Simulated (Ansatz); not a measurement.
# ZrSe3 (P2_1/m): converging the G0W0 gap, part 2 of 2

Wanted: a G0W0 gap for ZrSe3 (P2_1/m) that is converged in bands and cutoff, or an estimate of the limit.

Ansatz 0.2.0; G0W0 on r2SCAN, plane waves, PAW. Known limits of the many-body steps: not at the basis limit; no spin-orbit coupling; coarse k mesh.

So far. Step 4 (955 empty bands, screening to 170 eV): Against the run with 4×4×2 mesh, 444 empty bands, screening to 102 eV, the gap moves by +0.04 eV.

## 5. Changing the k mesh: 2×4×2 mesh, 444 empty bands, screening to 102 eV

Only the mesh changes. It samples the long-range screening, which converges on its own terms. Bands and cutoff differ from the step before, so it is read against an earlier run that matches them.

input.yaml reads:

```yaml
crystal:
  lattice:
    - [5.4109, 0.0, 0.0]
    - [0.0, 3.7488, 0.0]
    - [-1.2294209091, 0.0, 9.3636349901]
  atoms:
    - { symbol: Zr, position: [0.285, 0.25, 0.656] }
    - { symbol: Zr, position: [0.715, 0.75, 0.344] }
    - { symbol: Se, position: [0.762, 0.25, 0.554] }
    - { symbol: Se, position: [0.238, 0.75, 0.446] }
    - { symbol: Se, position: [0.456, 0.25, 0.174] }
    - { symbol: Se, position: [0.544, 0.75, 0.826] }
    - { symbol: Se, position: [0.888, 0.25, 0.169] }
    - { symbol: Se, position: [0.112, 0.75, 0.831] }
kpoints:
  mp_grid: { grid: [2, 4, 2] }
hamiltonian:
  xc: r2scan
scf:
  occupations: { method: fixed }
gw:
  n_empty_bands: 444
  ecut_chi: 102
  qp_bands: [v2, c2]
  qp_kpoints: band_edges
  screening: { model: contour_deformation }
```

Launch:

```console
> ansatz run input.yaml --threads 3 --pin off --max-ram 92160MiB --backend cuda --events-out ev --progress --plain --runs-dir out --devices 1 --max-vram 13GiB
```

Numbers of over 12 decimals in the logs are rounded to 6 here.

The program printed:

```text
GPUs: using 1 of 1 available (devices: 1).
[...]
GPU FFT provider: cuFFT
GPU libraries: cuBLAS 13.8.2, cuFFT 12.4.0, cuSOLVER 12.3.4
Crystal: 8 atoms, lattice volume = 189.936 Å³
Basis set: ecut = 500 eV, 4769 PW (Γ), exchange–correlation on 160×120×288 points (64 copies of the dense FFT grid, shifted against one another)
Bands: 72, of which v1, the nominal top of the filled ones, is band 60 counted from 1 (59 counted from 0)
[...]
1    62     10.9575   -10.0135    -4.8276   -15.1293  0.7476    11.2479    11.2458  root
[...]
11    59      7.9426   -17.3618     1.8877   -15.2189  0.7418     7.6853     7.6874  root
    11    60      7.9426   -17.3618     1.8877   -15.2189  0.7418     7.6853     7.6874  root
    11    61     10.2854   -10.2930    -3.8595   -14.6184  0.7501    10.7587    10.7514  root
    11    62     10.2854   -10.2930    -3.8595   -14.6184  0.7501    10.7587    10.7514  root
[key lines of the parts left out:]
SCF converged after 8 iterations
Free energy (F): -41268.209702 eV
Fermi energy:    9.304890 eV
```

Elapsed: 40 s, on 1 × NVIDIA H100 80GB HBM3 (shared by 6 runs) with 3 threads of AMD EPYC 7R13 (Zen 3), shared host; peak memory 2.3 GiB.

This step gave:

```
bands summed                                 : 504
RPA ε∞ on this mesh (eigenvalues)            : 6.001, 12.40, 14.09
plane waves in the screening matrix          : 445
G0W0 gap on the mesh                         : 1.254 eV
k of the valence top                         : 0, 0, 0
k of the conduction bottom                   : -0.5, 0, 0
starting gap on the mesh                     : 0.6783 eV
least direct G0W0 gap on the computed points : 1.451 eV
```

Against the run with 4×4×2 mesh, 444 empty bands, screening to 102 eV, the gap moves by +0.04 eV, while the start moved by +0.05 eV.

## 6. Changing the frequency model: 4×4×2 mesh, 444 empty bands, screening to 102 eV, plasmon pole

A plasmon pole stands in for the full frequency dependence of the screening; this run shows what that costs in accuracy.

input.yaml: that of step 5 with these lines changed.

```diff
@@ -15,3 +15,3 @@
 kpoints:
-  mp_grid: { grid: [2, 4, 2] }
+  mp_grid: { grid: [4, 4, 2] }
 hamiltonian:
@@ -25,2 +25,2 @@
   qp_kpoints: band_edges
-  screening: { model: contour_deformation }
+  screening: { model: godby_needs }
```

The program printed:

```text
GPUs: using 1 of 1 available (devices: 1).
[...]
GPU FFT provider: cuFFT
GPU libraries: cuBLAS 13.8.2, cuFFT 12.4.0, cuSOLVER 12.3.4
Crystal: 8 atoms, lattice volume = 189.936 Å³
Basis set: ecut = 500 eV, 4769 PW (Γ), exchange–correlation on 160×120×288 points (64 copies of the dense FFT grid, shifted against one another)
Bands: 72, of which v1, the nominal top of the filled ones, is band 60 counted from 1 (59 counted from 0)
[...]
1    62     10.9543   -10.0455    -4.7822   -15.1308  0.7967    11.2579    11.2573  root
[...]
17    59      7.9319   -17.3170     1.7785   -15.2277  0.7939     7.6209     7.6212  root
    17    60      7.9319   -17.3170     1.7785   -15.2277  0.7939     7.6209     7.6212  root
    17    61     10.2469   -10.7604    -3.4117   -14.6685  0.8030    10.7444    10.7433  root
    17    62     10.2469   -10.7604    -3.4117   -14.6685  0.8030    10.7444    10.7433  root
[key lines of the parts left out:]
SCF converged after 8 iterations
Free energy (F): -41268.592387 eV
Fermi energy:    9.322633 eV
```

Wall time 49 s (1 × NVIDIA H100 80GB HBM3 (shared by 6 runs) with 3 threads); peak memory 2.8 GiB; 82 s of CPU time.

This step gave:

| Item | Value |
| --- | --- |
| bands summed | 504 |
| plasmon-pole fit frequency | 29.52 eV |
| RPA ε∞ on this mesh (eigenvalues) | 5.901, 10.89, 11.88 |
| plane waves in the screening matrix | 445 |
| G0W0 gap on the mesh | 1.203 eV |
| k of the valence top | 0, 0, 0 |
| k of the conduction bottom | -0.5, 0, 0 |
| starting gap on the mesh | 0.6314 eV |
| least direct G0W0 gap on the computed points | 1.412 eV |

Against the run with 4×4×2 mesh, 444 empty bands, screening to 102 eV, the gap moves by −0.006 eV.

## 7. Changing the files: 4×4×2 mesh, 444 empty bands, screening to 102 eV, hard PAW files

Other atomic data (hard PAW) test the pseudisation: the cutoff goes from 500 to 820 eV, with the same valence electrons.

input.yaml: that of step 6 with these lines changed.

```diff
@@ -18,2 +18,3 @@
   xc: r2scan
+  pseudopotentials: { kind: paw, source: ansatz }
 scf:
@@ -25,2 +26,2 @@
   qp_kpoints: band_edges
-  screening: { model: godby_needs }
+  screening: { model: contour_deformation }
```

The program printed:

```text
GPUs: using 1 of 1 available (devices: 1).
[...]
GPU FFT provider: cuFFT
GPU libraries: cuBLAS 13.8.2, cuFFT 12.4.0, cuSOLVER 12.3.4
Crystal: 8 atoms, lattice volume = 189.936 Å³
Basis set: ecut = 820 eV, 10149 PW (Γ), exchange–correlation on 256×180×480 points (64 copies of the dense FFT grid, shifted against one another)
Bands: 72, of which v1, the nominal top of the filled ones, is band 60 counted from 1 (59 counted from 0)
[...]
1    62     11.5339   -10.0488    -4.7845   -15.1328  0.7483    11.8358    11.8334  root
[...]
17    59      8.5115   -17.3166     1.8204   -15.2230  0.7439     8.2361     8.2383  root
    17    60      8.5115   -17.3166     1.8204   -15.2230  0.7439     8.2361     8.2383  root
    17    61     10.8286   -10.7717    -3.4365   -14.6767  0.7643    11.3020    11.2970  root
    17    62     10.8286   -10.7717    -3.4365   -14.6767  0.7643    11.3020    11.2970  root
[key lines of the parts left out:]
SCF converged after 10 iterations
Free energy (F): -41269.450476 eV
Fermi energy:    9.902213 eV
```

Run time: 96 s. Hardware: 1 × NVIDIA H100 80GB HBM3 (shared by 6 runs) with 3 threads; peak memory 4.3 GiB.

This step gave:

| Quantity | Value |
| --- | --- |
| bands summed | 504 |
| RPA ε∞ on this mesh (eigenvalues) | 5.898, 10.89, 11.88 |
| plane waves in the screening matrix | 445 |
| G0W0 gap on the mesh | 1.213 eV |
| k of the valence top | 0, 0, 0 |
| k of the conduction bottom | -0.5, 0, 0 |
| starting gap on the mesh | 0.6328 eV |
| least direct G0W0 gap on the computed points | 1.465 eV |

Against the run with 4×4×2 mesh, 444 empty bands, screening to 102 eV, the gap moves by +0.004 eV.

## 8. The runs together

Times are wall times on 1 × NVIDIA H100 80GB HBM3 (shared by 6 runs) with 3 threads of AMD EPYC 7R13 (Zen 3), shared host. The host was busy with other work, so they are no guide to cost.

```tsv
mesh	files	frequency	bands summed	cutoff (eV)	start (eV)	G0W0 (eV)	time	host memory (GiB)
4×4×2	default PAW	contour deformation	217	51	0.631	1.091	40 s	1.8
4×4×2	default PAW	contour deformation	504	102	0.631	1.209	73 s	2.7
4×4×2	default PAW	contour deformation	1015	170	0.631	1.250	3 min	5.6
2×4×2	default PAW	contour deformation	504	102	0.678	1.254	40 s	2.3
4×4×2	default PAW	plasmon pole	504	102	0.631	1.203	49 s	2.8
4×4×2	hard PAW	contour deformation	504	102	0.633	1.213	96 s	4.3
```

The parts of the quasiparticle energy at the two band edges (eV; QP = start + Σx + Σc − Vxc):

```tsv
run	edge	start	Σx	Σc	Vxc	Z	QP
217 bands	valence top	9.32	-18.13	2.10	-16.28	0.77	9.57
217 bands	conduction bottom	9.95	-11.18	-2.72	-14.61	0.77	10.66
504 bands	valence top	9.32	-18.13	1.67	-16.28	0.77	9.14
504 bands	conduction bottom	9.95	-11.18	-3.04	-14.61	0.77	10.35
1015 bands	valence top	9.32	-18.13	1.45	-16.28	0.76	8.92
1015 bands	conduction bottom	9.95	-11.18	-3.22	-14.61	0.77	10.17
```

## 9. What came out

```
217 bands, 51 eV                    : 1.091 eV
504 bands, 102 eV                   : 1.209 eV
1015 bands, 170 eV                  : 1.250 eV
estimated limit in bands and cutoff : 1.29 eV
mesh and start                      : 4×4×2, r2SCAN
```

**Reading.** A line in one over the bands through the two highest rungs gives 1.29 eV, +0.04 eV from the top rung; the pair below gives 1.30 eV, in fair agreement. The rungs stand 0.20 eV (217 bands), 0.08 eV (504 bands) and 0.04 eV (1015 bands) from it. From 217 to 1015 bands the gap moves by +0.16 eV while the time grows 4.5-fold. Σc changes by −0.66 eV at the valence top and −0.50 eV at the conduction bottom, so the levels themselves move more than the gap between them. On the 2×4×2 mesh in place of 4×4×2 the gap differs by +0.04 eV, of which +0.05 eV is already in the start. The plasmon-pole model gives −0.01 eV against contour deformation, 1 % of the correction (the least direct gap moves by −0.05 eV). Hard PAW files move the gap by +0.004 eV at equal bands and cutoff, +0.001 eV of it in the start. The cheapest rung within 0.1 eV of this estimate is that with 504 bands (73 s). The 4×4×2 mesh is coarse for this cell (its supercell is 15 Å along the shortest edge). The RPA ε∞ on it, from the r2SCAN start, is 5.90, 10.88 and 11.85; such meshes misread the long-range screening, most where the gap is narrow. The many-body steps are scalar-relativistic: spin-orbit coupling is not in them.

[Paths, hosts, dates, memory and timing lines, banners, echoed tables and standing remarks are left out of the program output.]

[Logs are printed without paths, hosts, clocks, repeated set-up lines and the standing remarks that a program may print on its own settings, such as how far it seeks lower states.]

[Runs of the session that timed out or met a known fault of the program may be left out.]

[Cells called generated may have been cut or substituted from an entry of the Crystallography Open Database or the Materials Project.]

[Hosts, paths, dates, database ids (printed as entryN), source tags and the programs' standing remarks are cut or masked in the printed files.]
